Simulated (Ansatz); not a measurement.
# CuF (model cell, started as CsCl type): a soft mode frozen in, part 3 of 3

Wanted: the energy along a soft mode of CuF (model cell, started as CsCl type) and the structure at the end.

Ansatz 0.2.0; DFT r2SCAN, scalar-relativistic, plane waves, PAW.

So far. Step 5 (Energy along the mode, all amplitudes (two of the runs …): The lowest of the steps tried is at 0.45 Å, 32.5 meV/atom below the parent; the bottom of the well need not coincide with a step. Step 7 (The new phase in its own primitive cell): The largest force component left is 0.25 meV/Å and the pressure is 0.003 GPa, within the tolerances set. The cell now holds 11.59 Å³/atom. The relaxed cell has a, b, c = 5.242, 3.221, 2.746 Å (conventional setting).

The structure was built from a prototype and need not be the compound's stable phase.

### Step 8. Modes of the new phase, k-mesh 8×12×14

A relaxed structure may still be a saddle point, so its zone-centre modes are computed. No field response is asked, since the mesh shows no gap.

Input file input.yaml:

```yaml
crystal:
  lattice:
    - [5.2418853372, 0.0, 0.0]
    - [0.0, 3.2206550741, 0.0]
    - [0.0, 0.0, 2.7458928179]
  atoms:
    - { symbol: Cu, position: [0.0, 0.0, 0.0] }
    - { symbol: Cu, position: [0.5, 0.0, 0.0] }
    - { symbol: F, position: [0.25, 0.5, 0.8554847814] }
    - { symbol: F, position: [0.75, 0.5, 0.1445152186] }
kpoints:
  mp_grid: { grid: [8, 12, 14] }
hamiltonian:
  xc: r2scan
scf:
  occupations: { method: methfessel_paxton, width: 0.15 }
output:
  eigenvalues: true
phonons:
  method: dfpt
```

Run with:

```
$ ansatz run input.yaml --threads 4 --pin off --max-ram 7168MiB --backend cpu --events-out ev --progress --plain --runs-dir out
```

Numbers of over 12 decimals in the logs are rounded to 6 here.

Log:

```text
Engine: ansatz 0.2.0, aarch64-unknown-linux-gnu
Pseudopotentials: kind: paw
Pseudopotential: Cu, paw, valence charge 19, recommended cutoff 500 eV (meta_gga), Cu.paw.azcp
Pseudopotential: F, paw, valence charge 7, recommended cutoff 500 eV (meta_gga), F.paw.azcp
Functional definition: r2SCAN
  parameter k0 = 0.174
  parameter k1 = 0.065
  parameter a1 = 4.9479
  exchange = r2scan_x(k0 = k0, k1 = k1, a1 = a1)
  correlation = r2scan_c
Crystal: 4 atoms, lattice volume = 46.357 Å³
Basis set: ecut = 500 eV, 1159 PW (Γ), exchange–correlation on 400×240×240 points (1000 copies of the dense FFT grid, shifted against one another)
Bands: 32, of which v1, the nominal top of the filled ones, is band 26 counted from 1 (25 counted from 0)
Symmetry: 8 space group operations
k-points: 676 of 1344 (irreducible under 1 space group operation, time reversal used)
Non-local potential: Cu, projectors of the file, l = 0: 3, l = 1: 2, l = 2: 3, l = 3: 1
Non-local potential: F, projectors of the file, l = 0: 2, l = 1: 2, l = 2: 1
PAW form: soft (Blöchl's): semilocal exchange-correlation on the pseudo side does not see the compensation charge
PAW frozen core: Cu, regenerated for the run's functional (the file was generated under x = pbe(κ = 0.804, μ = 0.219515), c = pbe(β = 0.066725))
PAW frozen core: F, regenerated for the run's functional (the file was generated under x = pbe(κ = 0.804, μ = 0.219515), c = pbe(β = 0.066725))
PAW one-centre angular grid: Cu, 590 points (default); XC on 160 Gauss nodes
PAW one-centre angular grid: F, 302 points (default); XC on 160 Gauss nodes
Initial density: superposition of atomic densities (neutral atoms: chi_scale 0, normalization atom), corrected by the library's trained network
Initial wavefunctions: pseudopotential atomic-orbital guess
Functional: x = r2scan, c = r2scan; τ floored in thin density (d = 2e-4 eV/Å³)
SCF iter   1: F=—  HF=-14880.181851 eV  |F-HF|=—  |Δ(HF+E_count)|=         —  Δρ=4.34e-2  dr2=5.00e-1  dr2_τ=4.24e-2  ethr=1.77e-3  ⟨swp⟩=4.9  Hψ=75723  notcnv=0  defer=2
preconditioner: auto → LDOS  [metal: Δε(μ)=0.001 eV  Ē_g=13.890 eV  σ=0.150 eV  W_gap=0.00  n_scr=16 (ndim 8)  ℏωp=32.7 eV  f_vac=0.033  D(μ)=0.77/eV (n_scr^D=2)  β→1.0]
SCF iter   2: F=—  HF=-14880.533254 eV  |F-HF|=—  |Δ(HF+E_count)|=   3.51e-1  S|Δr|=    0.00e0  Δρ=7.94e-2  dr2=1.57e0  dr2_τ=1.44e-2  ethr=9.62e-4  ⟨swp⟩=2.3  Hψ=47853  notcnv=0  defer=1075  recentre
SCF iter   3: F=—  HF=-14880.123449 eV  |F-HF|=—  |Δ(HF+E_count)|=   4.10e-1  S|Δr|=    0.00e0  Δρ=1.86e-2  dr2=9.51e-2  dr2_τ=8.51e-4  ethr=9.62e-4  ⟨swp⟩=2.0  Hψ=46896  notcnv=0  defer=1018
SCF iter   4: F=—  HF=-14880.103624 eV  |F-HF|=—  |Δ(HF+E_count)|=   1.98e-2  S|Δr|=    0.00e0  Δρ=2.73e-3  dr2=2.01e-3  dr2_τ=2.25e-4  ethr=1.83e-4  ⟨swp⟩=2.0  Hψ=29452  notcnv=0  defer=1018
SCF iter   5: F=—  HF=-14880.103431 eV  |F-HF|=—  |Δ(HF+E_count)|=   1.93e-4  S|Δr|=    0.00e0  Δρ=6.45e-4  dr2=8.21e-5  dr2_τ=1.86e-5  ethr=3.86e-6  ⟨swp⟩=2.0  Hψ=27907  notcnv=0  defer=1018
SCF iter   6: F=—  HF=-14880.103455 eV  |F-HF|=—  |Δ(HF+E_count)|=   2.41e-5  S|Δr|=    0.00e0  Δρ=8.43e-5  dr2=1.95e-6  dr2_τ=1.47e-7  ethr=1.58e-7  ⟨swp⟩=2.0  Hψ=32020  notcnv=0  defer=1018
SCF iter   7: F=—  HF=-14880.103449 eV  |F-HF|=—  |Δ(HF+E_count)|=   5.54e-6  S|Δr|=    0.00e0  Δρ=6.34e-6  dr2=7.09e-9  dr2_τ=2.60e-9  ethr=3.75e-9  ⟨swp⟩=2.0  Hψ=27704  notcnv=0  defer=1018
SCF iter   8: F=—  HF=-14880.103449 eV  |F-HF|=—  |Δ(HF+E_count)|=   2.56e-9  S|Δr|=    0.00e0  Δρ=2.46e-6  dr2=1.36e-9  dr2_τ=1.63e-10  ethr=1.36e-11  ⟨swp⟩=2.0  Hψ=36900  notcnv=0  defer=1018
SCF iter   9: F=—  HF=-14880.103449 eV  |F-HF|=—  |Δ(HF+E_count)|=  3.89e-10  S|Δr|=    0.00e0  Δρ=2.79e-7  dr2=1.74e-11  dr2_τ=2.90e-12  ethr=2.62e-12  ⟨swp⟩=2.0  Hψ=30967  notcnv=0  defer=1018
SCF iter  10: F=-14880.103449 eV  HF=-14880.103449 eV  |F-HF|=1.82e-12  |Δ(HF+E_count)|=  7.28e-12  S|Δr|=    0.00e0  Δρ=5.84e-8  dr2=8.55e-13  dr2_τ=2.19e-14  ethr=1.00e-12  ⟨swp⟩=9.0  Hψ=102974  notcnv=0
SCF 1 converged in 10 iterations: F = -14880.103449 eV  dr2 = 8.55e-13
[...]
DFPT response loops at Γ: preconditioner auto → Kerker (q_TF=auto, 2.781 Å⁻¹) (partly filled bands, converged f_vac=0.047); β = 1.00, the filter's whole step (`scf.mixing.beta` (0.50) is not read by the response loops under this deck's `scf.mixing.preconditioner`; to damp them name `kerker` or `kerker_dos`, under which they read `scf.mixing.beta`, and type it under 1.00, their step now; both keys bind the ground state too); Broyden in place of MSR1
```

Wall time 12 min (4 threads of Arm Neoverse V1, shared host); peak memory 5.7 GiB.

The run was cut off at the time limit after its SCF cycle had converged; no result of it is taken.

### Step 9. Summary of results

- unstable mode of the parent: q = (0, 0, -0.5), 134i cm⁻¹
- depth at the lowest point sampled: 32.5 meV/atom
- largest atomic shift at that point: 0.45 Å
- space group reached (within 0.01 Å): Pmma
- energy gained over the parent (first relaxation, on the mesh of the frozen mode): 84.0 meV/atom
- volume per atom, phase reached: 11.6 Å³

Along this mode the structure falls into Pmma, 84.0 meV/atom below the parent. At the parent's cell the well is 32.49 meV/atom deep on the steps tried, with its lowest point at a shift of 0.45 Å. Relaxing atoms and cell changes the gain by +51.52 meV/atom against the lowest step (energies at zero smearing). Most of the total comes from this relaxation. The modes of the phase reached were not computed on this path. Of the 2 patterns followed to their end from this parent, this one ends 161 meV/atom above the lowest, Cmcm. Each path keeps the symmetry of its pattern, so a lower phase may lie along a pattern not tried. With no gap, or one that is small against the smearing, the frequencies hang on the k mesh and the smearing, most of all near Kohn anomalies. A semilocal functional can close a gap that the real compound would have, so the metallic treatment may be an artefact of the level. The starting cell was built on a prototype and not taken from a measurement, so the phase need not exist.

[Logs are printed without paths, hosts, clocks, repeated set-up lines and the standing remarks that a program may print on its own settings, such as how far it seeks lower states.]

[Hosts, paths, dates, database ids (printed as entryN), source tags and the programs' standing remarks are cut or masked in the printed files.]
